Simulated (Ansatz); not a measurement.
## Finding the fault: H-capped AlP nanocrystal (rod) (34 atoms)

Program: Ansatz 0.2.0. The cell: 6 P, 6 Al and 22 H.

input.yaml

```yaml
crystal:
  lattice:
    - [15.8293, 0.0, 0.0]
    - [0.0, 15.8293, 0.0]
    - [0.0, 0.0, 21.2923]
  atoms:
    - { symbol: P, position: [0.36707, 0.54218, 0.40302] }
    - { symbol: P, position: [0.36734, 0.53817, 0.65925] }
    - { symbol: P, position: [0.54072, 0.3688, 0.40208] }
    - { symbol: P, position: [0.5398, 0.36732, 0.65702] }
    - { symbol: P, position: [0.53988, 0.54032, 0.27316] }
    - { symbol: Al, position: [0.45214, 0.62591, 0.33927] }
    - { symbol: Al, position: [0.62956, 0.45475, 0.33894] }
    - { symbol: Al, position: [0.45373, 0.4551, 0.4664] }
    - { symbol: P, position: [0.53998, 0.53954, 0.52949] }
    - { symbol: Al, position: [0.45478, 0.62583, 0.59246] }
    - { symbol: Al, position: [0.62729, 0.45157, 0.594] }
    - { symbol: Al, position: [0.45477, 0.45415, 0.72347] }
    - { symbol: H, position: [0.31413, 0.59113, 0.44086] }
    - { symbol: H, position: [0.31805, 0.48826, 0.36393] }
    - { symbol: H, position: [0.31344, 0.4892, 0.61969] }
    - { symbol: H, position: [0.31639, 0.59139, 0.69651] }
    - { symbol: H, position: [0.52046699, 0.31546, 0.61939] }
    - { symbol: H, position: [0.59034, 0.31258, 0.44011] }
    [... 10 atom lines left out ...]
    - { symbol: H, position: [0.51229, 0.68483, 0.63717] }
    - { symbol: H, position: [0.39674, 0.68589, 0.55122] }
    - { symbol: H, position: [0.68649, 0.39594, 0.55249] }
    - { symbol: H, position: [0.68477, 0.50886, 0.63882] }
    - { symbol: H, position: [0.39677, 0.39671, 0.76361] }
    - { symbol: H, position: [0.51213, 0.50865, 0.76335] }
kpoints:
  mp_grid: { grid: [1, 1, 1] }
hamiltonian:
  xc: pbe
scf:
  occupations: { method: gaussian, width: 0.025 }
  max_iter: 100
output:
  forces: true
```

Run with:

```sh
ansatz run input.yaml --threads 4 --pin off --max-ram 8192MiB --backend cpu --events-out ev --progress --plain --runs-dir out
```

Numbers of over 12 decimals in the logs are rounded to 6 here.

The program printed:

```text
Engine: ansatz 0.2.0, aarch64-unknown-linux-gnu
Pseudopotentials: kind: paw
Pseudopotential: P, paw, valence charge 5, recommended cutoff 420 eV (normal), P.paw.azcp
Pseudopotential: Al, paw, valence charge 3, recommended cutoff 420 eV (normal), Al.paw.azcp
Pseudopotential: H, paw, valence charge 1, recommended cutoff 420 eV (normal), H.paw.azcp
[... 5 lines on functional and potentials left out ...]
Crystal: 34 atoms, lattice volume = 5335.142 Å³
Basis set: ecut = 420 eV, 104295 PW (Γ), exchange–correlation on 216×216×288 points (8 copies of the dense FFT grid, shifted against one another)
Bands: 69, of which v1, the nominal top of the filled ones, is band 35 counted from 1 (34 counted from 0)
Symmetry: 1 space group operations
Space group: P1 (ITA 1), of the structure as read, at distance tolerance 1.7e-4 Å
k-points: 1
[... 7 lines on functional and potentials left out ...]
Initial density: superposition of atomic densities (neutral atoms: chi_scale 0, normalization atom), corrected by the library's trained network
Initial wavefunctions: pseudopotential atomic-orbital guess
Functional: x = pbe(κ = 0.804, μ = 0.219515), c = pbe(β = 0.066725)
SCF iter   1: F=—  HF=-8099.499353 eV  |F-HF|=—  |Δ(HF+E_count)|=         —  Δρ=3.72e-3  dr2=3.39e0  ethr=1.77e-3  ⟨swp⟩=10.0  Hψ=541  notcnv=0  defer=19
preconditioner: auto → Resta (q_TF=auto, 1.325 Å⁻¹)  ε∞=1.2  [insulator: Δε(μ)=2.464 eV  Ē_g=8.243 eV  σ=0.025 eV  W_gap=1.00  n_scr=220 (ndim 8)  ℏωp=3.9 eV  f_vac=0.841  D(μ)=0.00/eV (n_scr^D=0)  ε∞_Penn≈1.2  vacuum switching on, ρ_ref=4.9e-3 e/Å³]
SCF iter   2: F=—  HF=-8099.241785 eV  |F-HF|=—  |Δ(HF+E_count)|=   2.58e-1  Δρ=9.18e-3  dr2=2.40e1  ethr=1.77e-3  ⟨swp⟩=5.0  Hψ=147  notcnv=0  defer=26  recentre
SCF iter   3: F=—  HF=-8098.989545 eV  |F-HF|=—  |Δ(HF+E_count)|=   2.52e-1  Δρ=2.80e-3  dr2=2.20e0  ethr=1.77e-3  ⟨swp⟩=5.0  Hψ=128  notcnv=0  defer=29
SCF iter   4: F=—  HF=-8098.499956 eV  |F-HF|=—  |Δ(HF+E_count)|=   4.90e-1  Δρ=1.99e-3  dr2=1.16e0  ethr=1.77e-3  ⟨swp⟩=4.0  Hψ=58  notcnv=0  defer=2
automatic band count: iteration 4 solves 41 bands in place of 69: the levels show a gap, and the empty bands left out lie too high to hold charge; the band table lists the bands solved (type scf.n_extra_bands for more)
SCF iter   5: F=—  HF=-8098.130222 eV  |F-HF|=—  |Δ(HF+E_count)|=   3.70e-1  Δρ=7.98e-4  dr2=1.58e-1  ethr=1.66e-3  ⟨swp⟩=7.0  Hψ=113  notcnv=0  defer=1
automatic band count: iteration 5 solves 40 bands in place of 41: the levels show a gap, and the empty bands left out lie too high to hold charge; the band table lists the bands solved (type scf.n_extra_bands for more)
SCF iter   6: F=—  HF=-8099.657677 eV  |F-HF|=—  |Δ(HF+E_count)|=    1.53e0  Δρ=9.04e-3  dr2=2.40e1  ethr=2.25e-4  ⟨swp⟩=10.0  Hψ=116  notcnv=0  recentre
SCF iter   7: F=—  HF=-8098.138646 eV  |F-HF|=—  |Δ(HF+E_count)|=    1.52e0  Δρ=7.68e-4  dr2=1.69e-1  ethr=2.25e-4  ⟨swp⟩=7.0  Hψ=99  notcnv=0  defer=1
SCF iter   8: F=—  HF=-8098.132569 eV  |F-HF|=—  |Δ(HF+E_count)|=   6.08e-3  Δρ=6.44e-4  dr2=1.23e-1  ethr=2.25e-4  ⟨swp⟩=1.0  Hψ=39  notcnv=0  defer=1
SCF iter   9: F=—  HF=-8098.125245 eV  |F-HF|=—  |Δ(HF+E_count)|=   7.32e-3  Δρ=2.93e-4  dr2=2.38e-2  ethr=1.75e-4  ⟨swp⟩=2.0  Hψ=54  notcnv=0  defer=1
SCF iter  10: F=—  HF=-8098.125913 eV  |F-HF|=—  |Δ(HF+E_count)|=   6.68e-4  Δρ=3.42e-4  dr2=3.44e-2  ethr=3.40e-5  ⟨swp⟩=3.0  Hψ=57  notcnv=0  defer=1
SCF iter  11: F=—  HF=-8098.124819 eV  |F-HF|=—  |Δ(HF+E_count)|=   1.09e-3  Δρ=9.81e-5  dr2=2.76e-3  ethr=3.40e-5  ⟨swp⟩=1.0  Hψ=39  notcnv=0  defer=1
SCF iter  12: F=—  HF=-8098.124727 eV  |F-HF|=—  |Δ(HF+E_count)|=   9.23e-5  Δρ=3.42e-5  dr2=3.05e-4  ethr=3.94e-6  ⟨swp⟩=2.0  Hψ=54  notcnv=0  defer=1
SCF iter  13: F=—  HF=-8098.124718 eV  |F-HF|=—  |Δ(HF+E_count)|=   9.14e-6  Δρ=2.60e-5  dr2=1.91e-4  ethr=4.35e-7  ⟨swp⟩=2.0  Hψ=52  notcnv=0  defer=1
SCF iter  14: F=—  HF=-8098.124719 eV  |F-HF|=—  |Δ(HF+E_count)|=   9.73e-7  Δρ=2.67e-6  dr2=1.27e-6  ethr=2.72e-7  ⟨swp⟩=1.0  Hψ=39  notcnv=0  defer=1
SCF iter  15: F=—  HF=-8098.125042 eV  |F-HF|=—  |Δ(HF+E_count)|=   3.23e-4  Δρ=3.28e-6  dr2=3.01e-6  ethr=1.82e-9  ⟨swp⟩=2.0  Hψ=70  notcnv=0  defer=1
SCF iter  16: F=—  HF=-8098.125042 eV  |F-HF|=—  |Δ(HF+E_count)|=   6.34e-8  Δρ=8.04e-7  dr2=1.60e-7  ethr=1.82e-9  ⟨swp⟩=1.0  Hψ=39  notcnv=0  defer=1
SCF iter  17: F=-8098.125042 eV  HF=-8098.125042 eV  |F-HF|=8.35e-9  |Δ(HF+E_count)|=   1.27e-9  Δρ=2.02e-7  dr2=9.91e-9  ethr=1.43e-10  ⟨swp⟩=6.0  Hψ=143  notcnv=0
SCF 1 converged in 17 iterations: F = -8098.125042 eV  dr2 = 9.91e-9
[...]
SCF converged after 17 iterations
Free energy (F): -8098.125042 eV
Harris-Foulkes:  -8098.125042 eV  (|F-HF|=8.35e-9)
Internal energy: -8098.124555 eV  (E = F + TS)
E sigma→0 (E₀):  -8098.124798 eV
Entropy (-TS):   -0.000487 eV (-0.014 meV/atom)
Fermi energy:    -3.831987 eV
--- Per-component energies (eV) ---
  E_band       = -678.606828
  E_kinetic    = 864.146776
  E_local      = -8844.372476  (includes V_loc(G=0)·N_el)
  E_nonlocal   = 308.735619
  E_hartree    = 3931.270042
  E_xc         = -799.722663
  E_vxc        = -784.295399  (∫ρ·V_xc dr)
  E_paw        = -6235.927251  (= ΣΔE_a)
  E_vpaw       = -85.333798  (= ΣTr[D̂ρ^β])
  E_aug_tail   = -0.028099  (compensation charges beyond the density's cutoff)
  E_ewald      = 2677.773497
  E_smearing   = -0.000487  (= −TS)
  E_closure    = -0.000000  (closes the sum)
  Σ components = -8098.125042   (vs F -8098.125042, Δ=0.00e0)
--- Forces (eV/Å), atoms counted from 1 ---
  atom   1  P      0.55302135    -0.78734375    -0.16248391
  atom   2  P      0.60536727    -0.00743554    -1.00661948
  atom   3  P     -0.91512624     0.04882303    -0.38420636
  atom   4  P      4.82124331     9.32655853     9.23801387
  atom   5  P      0.55170774     0.37738742     1.58853152
  atom   6  Al     0.13454969     1.46886118    -0.91813171
  atom   7  Al    -0.08459864    -0.78182930     0.18663674
  atom   8  Al     0.56331310    -1.26043568    -0.25659439
  atom   9  P     -0.71758832    -0.64487550     0.82248179
  atom  10  Al     0.24477828     1.35681474     0.12700102
  atom  11  Al     1.27079636     1.27969335    -1.29454871
  atom  12  Al    -1.61855466    -0.13693349     0.50014793
  atom  13  H     -0.50222806     0.13632306     0.00332367
  atom  14  H     -0.31822296     0.20280386     0.30292192
[...]
atom  33  H     -0.29609292    -0.71154551     0.20194815
  atom  34  H      1.12371070     0.63523156     0.28167284
  max |Σ_I F_I| component: 2.77e-5 eV/Å
```

Run time: 13 s. Hardware: 4 threads of Arm Neoverse V1, shared host; peak memory 2.4 GiB; 50 s of CPU time.

What is at fault here, and what would mend it?

Atoms that overlap: crystal.atoms[16].position = [0.52046699, 0.31546, 0.61939].

The fix is to restore the position.

The run converged all the same, so the exit status doesn't show the fault.

[Logs are printed without paths, hosts, clocks, repeated set-up lines and the standing remarks that a program may print on its own settings, such as how far it seeks lower states.]

[Hosts, paths, dates, database ids (printed as entryN), source tags and the programs' standing remarks are cut or masked in the printed files.]
